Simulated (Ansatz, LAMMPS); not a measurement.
**Energy and forces of amorphous Hg33S25Se8 (66 atoms)**

What does DFT give for amorphous Hg33S25Se8 (66 atoms) as built?

Main program and level: Ansatz 0.2.0; Kohn-Sham DFT, LDA, PAW (set soft_2), plane waves.

### 1. The starting structure

The cell holds 66 atoms: 33 Hg, 25 S and 8 Se. Its edges and angles: a = 12.034 Å, b = 12.034 Å, c = 12.034 Å, α = 90.0°, β = 90.0°, γ = 90.0°. 66 atoms (33 Hg, 25 S, 8 Se) placed at random at 7.67 g/cm³, melted at 2500 K for 10 ps at fixed volume with the Stillinger-Weber II-VI potential (Zhou et al., Phys. Rev. B 88, 085309 (2013)). Quenched from 2500 K to 500 K at 300 K/ps and fixed volume, held 5 ps, then minimised at fixed cell.

Before any run, some limits are plain. The quench rate of 300 K/ps far exceeds what a furnace or splat quench reaches, so expect more defects and frozen-in strain than in a real sample. The starting topology of bonds comes from the classical model, and needn't be the one that DFT or experiment would give. Sampling is at Γ alone, for a cell whose shortest periodic width is 12 Å. No spin–orbit coupling is included, so levels derived from the heavy atoms are approximate.

### 2. How the cell was made

A classical potential supplies the starting structure, since it reaches far longer times than DFT.

This step: classical MD, Stillinger-Weber II-VI potential (Zhou et al., Phys. Rev. B 88, 085309 (2013)) (LAMMPS 22 Jul 2025 - Update 4).

Input file in.lmp:

```
# melt-quench of Hg33S25Se8
units metal
atom_style atomic
boundary p p p
region box block 0 12.0340 0 12.0340 0 12.0340
create_box 3 box
mass 1 200.5920   # Hg
mass 2 32.0600   # S
mass 3 78.9710   # Se
create_atoms 1 random 33 699039 NULL overlap 2.14 maxtry 2000
create_atoms 2 random 25 699046 NULL overlap 2.14 maxtry 2000
create_atoms 3 random 8 699053 NULL overlap 2.14 maxtry 2000
pair_style sw
pair_coeff * * CdTeZnSeHgS0.sw Hg S Se
neigh_modify delay 0 every 1 check yes
thermo_style custom step time temp pe press density
thermo_modify norm yes
timestep 0.001
thermo 100
min_style cg
minimize 1e-4 1e-4 200 2000
reset_timestep 0
velocity all create 2500 699040 mom yes dist gaussian
fix lim all nve/limit 0.05
fix lan all langevin 2500 2500 0.1 699041 zero yes
thermo 500
run 1000 post no
unfix lim
unfix lan
thermo 1666
fix md all nvt temp 2500 2500 0.1
run 10000 post no
unfix md
thermo 666
fix md all nvt temp 2500 500 0.1
run 6667 post no
unfix md
thermo 2500
fix md all nvt temp 500 500 0.1
run 5000 post no
unfix md
thermo 100
min_style cg
minimize 0 1e-3 2000 20000
write_dump all custom glass.dump id type xs ys zs modify sort id
```

On the command line:

```bash
$ lmp -in in.lmp -log none -nocite
```

Standard output:

```text
LAMMPS (22 Jul 2025 - Update 4)
Created orthogonal box = (0 0 0) to (12.034 12.034 12.034)
Created 33 atoms
Created 25 atoms
Created 8 atoms
   Step          Time           Temp          PotEng         Press         Density
         0   0              0              0.54188634     415905.29      7.6730171
        54   0.054          0             -1.5691311     -3929.1341      7.6730171
Loop time of 0.011977 s on 1 MPI rank(s) for 54 steps with 66 atoms
Minimization stats:
  Stopping criterion = energy tolerance
  Energy initial, next-to-last, final =
     0.541886335498442  -1.56900066676213  -1.56913110925386
  Force two-norm initial, final = 83.857476 0.36037248
  Iterations, force evaluations = 54 82
   Step          Time           Temp          PotEng         Press         Density
         0   0              2500          -1.5691311      8944.6757      7.6730171
       500   0.5            2286.926      -1.2787307      30445.269      7.6730171
[... 10 lines left out ...]
[... 1 line left out ...]
Loop time of 1.4455 s on 1 MPI rank(s) for 10000 steps with 66 atoms
   Step          Time           Temp          PotEng         Press         Density
[... 12 lines left out ...]
Loop time of 0.935942 s on 1 MPI rank(s) for 6667 steps with 66 atoms
   Step          Time           Temp          PotEng         Press         Density
[... 4 lines left out ...]
Loop time of 0.631166 s on 1 MPI rank(s) for 5000 steps with 66 atoms
   Step          Time           Temp          PotEng         Press         Density
     22667   22.667         474.30076     -1.6564034      6519.1887      7.6730171
     22700   22.7           474.30076     -1.7204876      9419.1331      7.6730171
     22800   22.8           474.30076     -1.725009       8614.7691      7.6730171
     22812   22.812         474.30076     -1.7250091      8613.1348      7.6730171
Loop time of 0.0360734 s on 1 MPI rank(s) for 145 steps with 66 atoms
Minimization stats:
  Stopping criterion = force tolerance
  Energy initial, next-to-last, final =
     -1.65640338763428  -1.72500905136598  -1.72500905229366
  Force two-norm initial, final = 8.8144041 0.0009423101
  Iterations, force evaluations = 145 288
```

Elapsed: 3.3 s, on 1 thread of Arm Neoverse V1, shared host; peak memory 0.077 GiB.

### 3. Plane-wave single point

The electrons are solved once, with the atoms held.

Input file input.yaml:

```yaml
crystal:
  lattice:
    - [12.034, 0.0, 0.0]
    - [0.0, 12.034, 0.0]
    - [0.0, 0.0, 12.034]
  atoms:
    - { symbol: Hg, position: [0.58747, 0.27832, 0.60484] }
    - { symbol: Hg, position: [0.28298, 0.40447, 0.77525] }
    - { symbol: Hg, position: [0.11319, 0.54977, 0.4898] }
    - { symbol: Hg, position: [0.24395, 0.36531, 0.23806] }
    - { symbol: Hg, position: [0.88454, 0.80795, 0.64783] }
    - { symbol: Hg, position: [0.69748, 0.12844, 0.84419] }
    - { symbol: Hg, position: [0.77475, 0.05373, 0.45904] }
    - { symbol: Hg, position: [0.58299, 0.16546, 0.27383] }
    - { symbol: Hg, position: [0.33264, 0.08561, 0.78976] }
    - { symbol: Hg, position: [0.39513, 0.97226, 0.37756] }
    - { symbol: Hg, position: [0.34812, 0.68047, 0.278] }
    - { symbol: Hg, position: [0.843, 0.31366, 0.09655] }
    - { symbol: Hg, position: [0.99021, 0.16634, 0.83633] }
    - { symbol: Hg, position: [0.92844, 0.27031, 0.37796] }
    - { symbol: Hg, position: [0.39942, 0.63652, 0.60432] }
    - { symbol: Hg, position: [0.58827, 0.5109, 0.1101] }
    - { symbol: Hg, position: [0.94457, 0.59746, 0.20656] }
    - { symbol: Hg, position: [0.10828, 0.65329, 0.79438] }
    - { symbol: Hg, position: [0.05707, 0.41472, 0.98751] }
    - { symbol: Hg, position: [0.86178, 0.94273, 0.08495] }
    - { symbol: Hg, position: [0.03798, 0.84242, 0.30508] }
    - { symbol: Hg, position: [0.58352, 0.54947, 0.7845] }
    - { symbol: Hg, position: [0.93359, 0.46877, 0.65857] }
    - { symbol: Hg, position: [0.53026, 0.85978, 0.06136] }
    - { symbol: Hg, position: [0.67187, 0.74498, 0.36323] }
    - { symbol: Hg, position: [0.63395, 0.47003, 0.43441] }
    - { symbol: Hg, position: [0.33645, 0.22466, 0.49822] }
    - { symbol: Hg, position: [0.81755, 0.63663, 0.92522] }
    - { symbol: Hg, position: [0.3711, 0.1036, 0.08672] }
    - { symbol: Hg, position: [0.04852, 0.04705, 0.58315] }
    - { symbol: Hg, position: [0.56503, 0.87954, 0.62577] }
    - { symbol: Hg, position: [0.24535, 0.85851, 0.56822] }
    - { symbol: Hg, position: [0.11987, 0.95482, 0.90156] }
    - { symbol: S, position: [0.48256, 0.32523, 0.1569] }
    - { symbol: S, position: [0.74152, 0.31358, 0.2853] }
    - { symbol: S, position: [0.32042, 0.61789, 0.81315] }
    - { symbol: S, position: [0.38336, 0.86248, 0.73768] }
    - { symbol: S, position: [0.84903, 0.13329, 0.99095] }
    - { symbol: S, position: [0.01628, 0.62536, 0.9917] }
    - { symbol: S, position: [0.60907, 0.66568, 0.55552] }
    - { symbol: S, position: [0.38833, 0.25766, 0.91871] }
    - { symbol: S, position: [0.06067, 0.85122, 0.0855] }
    - { symbol: S, position: [0.73603, 0.573, 0.25249] }
    - { symbol: S, position: [0.08414, 0.85275, 0.71596] }
    - { symbol: S, position: [0.32726, 0.91651, 0.98002] }
    - { symbol: S, position: [0.07006, 0.36011, 0.78287] }
    - { symbol: S, position: [0.72866, 0.82638, 0.96777] }
    - { symbol: S, position: [0.73404, 0.44694, 0.97635] }
    - { symbol: S, position: [0.25819, 0.44313, 0.03579] }
    - { symbol: S, position: [0.59574, 0.32018, 0.81585] }
    - { symbol: S, position: [0.19787, 0.17806, 0.6551] }
    - { symbol: S, position: [0.51278, 0.65414, 0.97424] }
    - { symbol: S, position: [0.86112, 0.12493, 0.6606] }
    - { symbol: S, position: [0.79841, 0.623, 0.71354] }
    - { symbol: S, position: [0.50054, 0.82535, 0.26801] }
    - { symbol: S, position: [0.18744, 0.73077, 0.40723] }
    - { symbol: S, position: [0.27346, 0.68872, 0.07917] }
    - { symbol: S, position: [0.73097, 0.92158, 0.74612] }
    - { symbol: Se, position: [0.26666, 0.14407, 0.28835] }
    - { symbol: Se, position: [0.81026, 0.31404, 0.56432] }
    - { symbol: Se, position: [0.55244, 0.07659, 0.50152] }
    - { symbol: Se, position: [0.29546, 0.44311, 0.54947] }
    - { symbol: Se, position: [0.05228, 0.43939, 0.31533] }
    - { symbol: Se, position: [0.85086, 0.85041, 0.43371] }
    - { symbol: Se, position: [0.03691, 0.06851, 0.36314] }
    - { symbol: Se, position: [0.42853, 0.48041, 0.33043] }
kpoints:
  mp_grid: { grid: [1, 1, 1] }
hamiltonian:
  xc: lda
scf:
  occupations: { method: fermi_dirac, width: 0.05 }
output:
  forces: true
  stress: true
  populations: true
  dos:
    method: { smearing: { sigma: 0.1 } }
    de: 0.1
    projected: { site_lists: { Hg: [Hg], S: [S], Se: [Se] } }
  eigenvalues: true
  write_density: true
  write_potential: true
  volumetric_format: npy
```

On the command line:

```bash
$ ansatz run input.yaml --threads 8 --pin off --max-ram 15872MiB --backend cpu --events-out ev --progress --plain --runs-dir out
```

Standard output:

```text
Engine: ansatz 0.2.0, aarch64-unknown-linux-gnu
Pseudopotentials: kind: paw
Pseudopotential: Hg, paw, valence charge 20, recommended cutoff 420 eV (normal), Hg.paw.azcp
Pseudopotential: S, paw, valence charge 6, recommended cutoff 420 eV (normal), S.paw.azcp
Pseudopotential: Se, paw, valence charge 16, recommended cutoff 420 eV (normal), Se.paw.azcp
[... 3 lines on functional and potentials left out ...]
Crystal: 66 atoms, lattice volume = 1742.730 Å³
Basis set: ecut = 420 eV, 34049 PW (Γ)
Bands: 563, of which v1, the nominal top of the filled ones, is band 469 counted from 1 (468 counted from 0)
Symmetry: 1 space group operations
Space group: P1 (ITA 1), of the structure as read, at distance tolerance 1.2e-4 Å
k-points: 1
[... 10 lines on functional and potentials left out ...]
Initial density: superposition of atomic densities (neutral atoms: chi_scale 0, normalization atom), corrected by the library's trained network
Initial wavefunctions: pseudopotential atomic-orbital guess
Functional: x = slater, c = lda
SCF iter   1: F=—  HF=-511030.938461 eV  |F-HF|=—  |Δ(HF+E_count)|=         —  Δρ=7.73e-3  dr2=2.51e0  ethr=1.77e-3  ⟨swp⟩=6.0  Hψ=1989  notcnv=0  defer=15
preconditioner: auto → LDOS  [metal: Δε(μ)=0.076 eV  Ē_g=9.711 eV  σ=0.050 eV  W_gap=0.36  n_scr=460 (ndim 8)  ℏωp=21.7 eV  f_vac=0.110  D(μ)=27.40/eV (n_scr^D=146)  β→1.0]
SCF iter   2: F=—  HF=-511030.694351 eV  |F-HF|=—  |Δ(HF+E_count)|=   2.44e-1  Δρ=4.06e-3  dr2=4.42e-1  ethr=2.68e-4  ⟨swp⟩=2.0  Hψ=941  notcnv=0  defer=66
SCF iter   3: F=—  HF=-511030.604429 eV  |F-HF|=—  |Δ(HF+E_count)|=   8.99e-2  Δρ=1.65e-3  dr2=1.14e-1  ethr=4.71e-5  ⟨swp⟩=2.0  Hψ=951  notcnv=0  defer=66
SCF iter   4: F=—  HF=-511030.586565 eV  |F-HF|=—  |Δ(HF+E_count)|=   1.79e-2  Δρ=5.83e-4  dr2=1.73e-2  ethr=1.22e-5  ⟨swp⟩=3.0  Hψ=760  notcnv=0  defer=66
SCF iter   5: F=—  HF=-511030.584730 eV  |F-HF|=—  |Δ(HF+E_count)|=   1.84e-3  Δρ=2.30e-4  dr2=2.51e-3  ethr=1.84e-6  ⟨swp⟩=2.0  Hψ=762  notcnv=0  defer=66
SCF iter   6: F=—  HF=-511030.584334 eV  |F-HF|=—  |Δ(HF+E_count)|=   3.96e-4  Δρ=1.08e-4  dr2=5.32e-4  ethr=2.67e-7  ⟨swp⟩=2.0  Hψ=758  notcnv=0  defer=66
SCF iter   7: F=—  HF=-511030.584307 eV  |F-HF|=—  |Δ(HF+E_count)|=   2.67e-5  Δρ=5.74e-5  dr2=1.51e-4  ethr=5.67e-8  ⟨swp⟩=2.0  Hψ=541  notcnv=0  defer=66
SCF iter   8: F=—  HF=-511030.584326 eV  |F-HF|=—  |Δ(HF+E_count)|=   1.93e-5  Δρ=2.92e-5  dr2=3.89e-5  ethr=1.61e-8  ⟨swp⟩=2.0  Hψ=569  notcnv=0  defer=66
SCF iter   9: F=—  HF=-511030.590135 eV  |F-HF|=—  |Δ(HF+E_count)|=   5.81e-3  Δρ=1.40e-5  dr2=8.61e-6  ethr=4.14e-9  ⟨swp⟩=2.0  Hψ=564  notcnv=0  defer=66
SCF iter  10: F=—  HF=-511030.590134 eV  |F-HF|=—  |Δ(HF+E_count)|=   9.54e-7  Δρ=6.45e-6  dr2=1.85e-6  ethr=9.18e-10  ⟨swp⟩=2.0  Hψ=593  notcnv=0  defer=66
SCF iter  11: F=—  HF=-511030.590134 eV  |F-HF|=—  |Δ(HF+E_count)|=   2.26e-7  Δρ=2.73e-6  dr2=3.23e-7  ethr=1.97e-10  ⟨swp⟩=2.0  Hψ=760  notcnv=0  defer=66
SCF iter  12: F=-511030.590134 eV  HF=-511030.590134 eV  |F-HF|=4.63e-8  |Δ(HF+E_count)|=   4.46e-8  Δρ=1.16e-6  dr2=5.45e-8  ethr=1.07e-11  ⟨swp⟩=14.0  Hψ=3945  notcnv=0
SCF 1 converged in 12 iterations: F = -511030.590134 eV  dr2 = 5.45e-8
  greatest PAW one-centre occupation: 1.000 electrons in one spin orbital (limit 2), on the Hg atom at site 10 (counted from 0), in its partial waves of l = 0
SCF converged after 12 iterations
Free energy (F): -511030.590134 eV
Harris-Foulkes:  -511030.590134 eV  (|F-HF|=4.63e-8)
Internal energy: -511030.329830 eV  (E = F + TS)
E sigma→0 (E₀):  -511030.459982 eV
Entropy (-TS):   -0.260304 eV (-3.944 meV/atom)
Fermi energy:    8.093933 eV
--- Per-component energies (eV) ---
  E_band       = -19897.438994
  E_kinetic    = 23456.466761
  E_local      = -142003.990200  (includes V_loc(G=0)·N_el)
  E_nonlocal   = -1286.234011
  E_hartree    = 62333.805334
  E_xc         = -10395.402758
  E_vxc        = -11542.099385  (∫ρ·V_xc dr)
  E_paw        = -347453.094834  (= ΣΔE_a)
  E_vpaw       = -13189.224277  (= ΣTr[D̂ρ^β])
  E_aug_tail   = 0.023202  (compensation charges beyond the density's cutoff)
  E_ewald      = -95722.483222
  E_core_change = 40.579897  (= ΣΔE_core)
  E_smearing   = -0.260304  (= −TS)
  E_closure    = 0.000000  (closes the sum)
  Σ components = -511030.590134   (vs F -511030.590134, Δ=0.00e0)
--- Forces (eV/Å), atoms counted from 1 ---
  atom   1  Hg    -0.30928867     0.48638995     0.15803493
  atom   2  Hg     0.31554245     0.14209381     0.36502509
  atom   3  Hg    -0.18235658     0.01159433     0.59748792
  atom   4  Hg     0.39846898    -0.05497254    -0.58957393
  atom   5  Hg    -0.00806382    -0.03073595     0.17613418
  atom   6  Hg     0.00623821    -0.01279617    -0.58658672
  atom   7  Hg     0.02942367    -0.03951013     0.16005632
  atom   8  Hg    -0.10460356     0.67168914     0.04398383
  atom   9  Hg     0.03219491    -0.40694087     0.28613231
  atom  10  Hg    -0.53766233    -0.21590804     0.10867788
  atom  11  Hg    -0.13631767    -0.39204835    -0.75433786
  atom  12  Hg    -0.37534184     0.33964712     0.03100769
  atom  13  Hg     0.66774878    -0.11393340    -0.06186819
  atom  14  Hg    -0.20931158    -0.41174093    -0.18993342
[...]
atom  65  Se    -0.11086624     0.59317897     0.29722691
  atom  66  Se    -0.00908800    -0.25139407    -0.25950767
  max |Σ_I F_I| component: 4.67e-5 eV/Å
--- Stress (GPa, compression-positive) ---
       -3.138597       0.344869       0.493513
        0.344869      -4.546131       0.455483
        0.493513       0.455483      -3.754549
  P = ⅓ Tr σ = -3.8131 GPa (-38.131 kbar)
--- Band table (eV) ---
  k-point 0: bands = ["-106.9379", "-106.9365", "-106.9089", "-106.8552", [... 547 levels ...], "14.1522", "14.2067", "14.2196", "14.2955", "14.3288", "14.3583", "14.4433", "14.4560", "14.5290", "14.6491", "14.6519", "14.7353"]
--- Löwdin populations: 66 sites ---
  site symbol       q [e]
     0     Hg     19.2366
     1     Hg     19.0224
     2     Hg     19.1403
[...]
65     Se     16.5123
  spilling = 0.008079 (of n_electrons = 938.000000)
```

It took 26 s on 8 threads of Arm Neoverse V1, shared host; peak memory 2.6 GiB.

Read from the output:

```
free energy                             : -511030.5901 eV
free energy per atom                    : -7742.8877 eV/atom
SCF cycles                              : 12
pressure                                : -3.813 GPa
r.m.s. force component                  : 0.3779 eV/Å
longest force                           : 1.412 eV/Å
Fermi energy                            : 8.094 eV
levels partly filled by over 2 per cent : 6
spilling of the projection              : 0.008079
```

Neighbours are counted within 3.02 Å (Hg-S), 3.08 Å (Hg-Se).

Length of the force by element and coordination:

| element | coordination | atoms | mean length of the force (eV/Å) | spread | least | most |
| --- | --- | --- | --- | --- | --- | --- |
| Hg | all | 33 | 0.535 | 0.212 | 0.168 | 1.28 |
| Hg | 3 | 19 | 0.560 | 0.223 | 0.168 | 1.28 |
| Hg | 4 | 14 | 0.501 | 0.190 | 0.179 | 0.861 |
| S | all | 25 | 0.737 | 0.253 | 0.347 | 1.41 |
| S | 1 | 1 | 0.612 | 0 | 0.612 | 0.612 |
| S | 2 | 2 | 0.696 | 0.0035 | 0.693 | 0.700 |
| S | 3 | 11 | 0.862 | 0.239 | 0.525 | 1.41 |
| S | 4 | 10 | 0.623 | 0.255 | 0.347 | 1.13 |
| S | 5 | 1 | 0.692 | 0 | 0.692 | 0.692 |
| Se | all | 8 | 0.468 | 0.233 | 0.143 | 0.816 |
| Se | 3 | 3 | 0.617 | 0.190 | 0.361 | 0.816 |
| Se | 4 | 4 | 0.296 | 0.147 | 0.143 | 0.467 |
| Se | 5 | 1 | 0.706 | 0 | 0.706 | 0.706 |

Density of states as counts of states in windows of 1 eV (from the Fermi level), total and the larger projections:

| from (eV) | to (eV) | total | Hg d | S p | Hg s | Se p |
| --- | --- | --- | --- | --- | --- | --- |
| -10 | -8 | 0.0 | 0.0 | 0.0 | 0.0 | 0.0 |
| -8 | -7 | 80.9 | 66.8 | 7.8 | 2.8 | 3.2 |
| -7 | -6 | 241.6 | 225.4 | 8.2 | 3.3 | 2.4 |
| -6 | -5 | 25.6 | 12.5 | 4.1 | 5.8 | 1.9 |
| -5 | -4 | 36.9 | 7.2 | 11.8 | 11.9 | 3.8 |
| -4 | -3 | 24.2 | 2.7 | 12.0 | 3.5 | 4.5 |
| -3 | -2 | 43.7 | 4.3 | 25.9 | 2.2 | 8.7 |
| -2 | -1 | 45.8 | 4.2 | 28.4 | 1.9 | 8.7 |
| -1 | 0 | 29.9 | 1.6 | 19.1 | 3.0 | 4.0 |
| 0 | 1 | 25.3 | 0.6 | 11.3 | 6.8 | 3.8 |
| 1 | 2 | 25.5 | 0.4 | 8.3 | 10.1 | 2.9 |
| 2 | 3 | 16.9 | 0.1 | 4.6 | 6.0 | 1.4 |
| 3 | 4 | 20.8 | 0.1 | 1.5 | 1.4 | 0.5 |
| 4 | 5 | 34.7 | 0.1 | 1.5 | 1.0 | 0.5 |

Between -26 and -10 eV lie 66 more states.

The levels nearest the highest filled one (over half full), pooled over k-points and spins:

| level less the highest filled one (eV) | occupation |
| --- | --- |
| -0.359 | 2.00 |
| -0.211 | 1.98 |
| -0.194 | 1.98 |
| -0.135 | 1.92 |
| -0.0937 | 1.82 |
| 0 | 1.23 |
| 0.0664 | 0.597 |
| 0.101 | 0.35 |
| 0.179 | 0.086 |
| 0.233 | 0.03 |
| 0.342 | 0.003 |
| 0.420 | 0.001 |

Valence density in the ac plane at fractional y = 0.850, with atoms of Hg and S and Se within 0.2 Å of it. It is the smooth field of the valence electrons, not physical close to the nuclei.

Values in e/Å³, 13 rows by 16 columns, each cell a mean:
```
 0  0  0  0  0  1  0  0  0  0  0  1  1  0  0  0
 0  0  0  0  0  0  0  0  0  0  0  0  0  0  0  0
 0  1  0  0  0  1  1  0  0  0  0  0  0  0  0  0
 1  1  1  0  0  1  1  1  0  0  0  1  0  1  1  0
 0  1  1  1  2  0  0  0  4  6  1  0  0  3  5  1
 0  0  1  8  9  1  0  0  2  3  0  0  0  1  1  0
 0  0  0  1  2  0  0  0  0  0  0  0  0  3  1  0
 0  0  0  0  0  0  0  0  0  0  0  0  1 15  5  0
 8  4  0  0  0  0  0  1  1  0  0  0  0  0  0  1
 6  3  0  0  0  0  0  1  1  0  0  0  0  0  0  1
 0  0  0  0  0  0  0  0  1  0  0  0  0  0  0  0
 1  1  0  0  0  0  0  1  6  2  0  0  0  0  0  0
 1  1  0  0  0  0  0  2  9  3  0  1  1  0  0  0
```
Columns run along a (12.0 Å), rows up along c (12.0 Å). Atoms in or near the plane, at fractional coordinates: Hg at (0.04, 0.31), Hg at (0.53, 0.06), Hg at (0.25, 0.57), S at (0.38, 0.74), S at (0.06, 0.09), S at (0.08, 0.72), Se at (0.85, 0.43).

[end of part 1 of 2]

[Long decimals in the printed logs are rounded to 6 places.]

[Logs are printed without paths, hosts, clocks, repeated set-up lines and the standing remarks that a program may print on its own settings, such as how far it seeks lower states.]

[Hosts, paths, dates, database ids (printed as entryN), source tags and the programs' standing remarks are cut or masked in the printed files.]
